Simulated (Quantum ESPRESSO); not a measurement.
Records of electronic-structure calculations.

```xyz
4
Lattice="4.000 0.000 0.000 0.000 4.000 0.000 0.000 0.000 3.670" Properties=species:S:1:pos:R:3 pbc="T T T" subject="Fixed-spin-moment curve of MnPt" method="LDA; plane waves with GBRV 1.5 LDA potentials, no spin-orbit coupling (and 1 further level or step)" program="Quantum ESPRESSO 7.5" settings_of_one_run="GBRV 1.5 LDA, potential files Mn: mn_lda_v1.5.uspp.F.UPF, Pt: pt_lda_v1.4.uspp.F.UPF, cutoff 544.23 eV, 8×8×8 k-mesh, 44 bands, fermi-dirac occupations, smearing width 0.05 eV, collinear spin, SCF threshold 8.00e-9, starting moments 3.5 3.5 0 0 μB" cost="13 runs, 8.9 min in all on 4 MPI ranks of Intel Xeon Platinum 8375C at 2.90GHz (Ice Lake), shared host (the runs of this entry)" notes="The run is spin-polarised, with a total moment of 8.11 μB a cell (absolute 8.22). All runs start parallel; opposed orders may lie lower." moment_of_the_free_run="8.11 μB a cell" energy_at_zero_total_moment="1317 meV a cell over the lowest" delta_e_delta_m2_from_the_lowest_point_to_8p96_and_to_6p97_mu_b="171 and 90 meV/μB²"
Mn    0.000    0.000    0.000
Mn    2.000    2.000    0.000
Pt    2.000    0.000    1.835
Pt    0.000    2.000    1.835
```

[Logs and program files are shortened in this print: banners, set-up blocks, solver, clock and traceback lines can be left out without a mark of their own.]

[Logs are printed without paths, hosts, clocks, repeated set-up lines and the standing remarks that a program may print on its own settings, such as how far it seeks lower states.]

[Hosts, paths, dates, database ids (printed as entryN), source tags and the programs' standing remarks are cut or masked in the printed files.]

[Where a cell is said to come from a database of computed structures, the database is the Materials Project.]
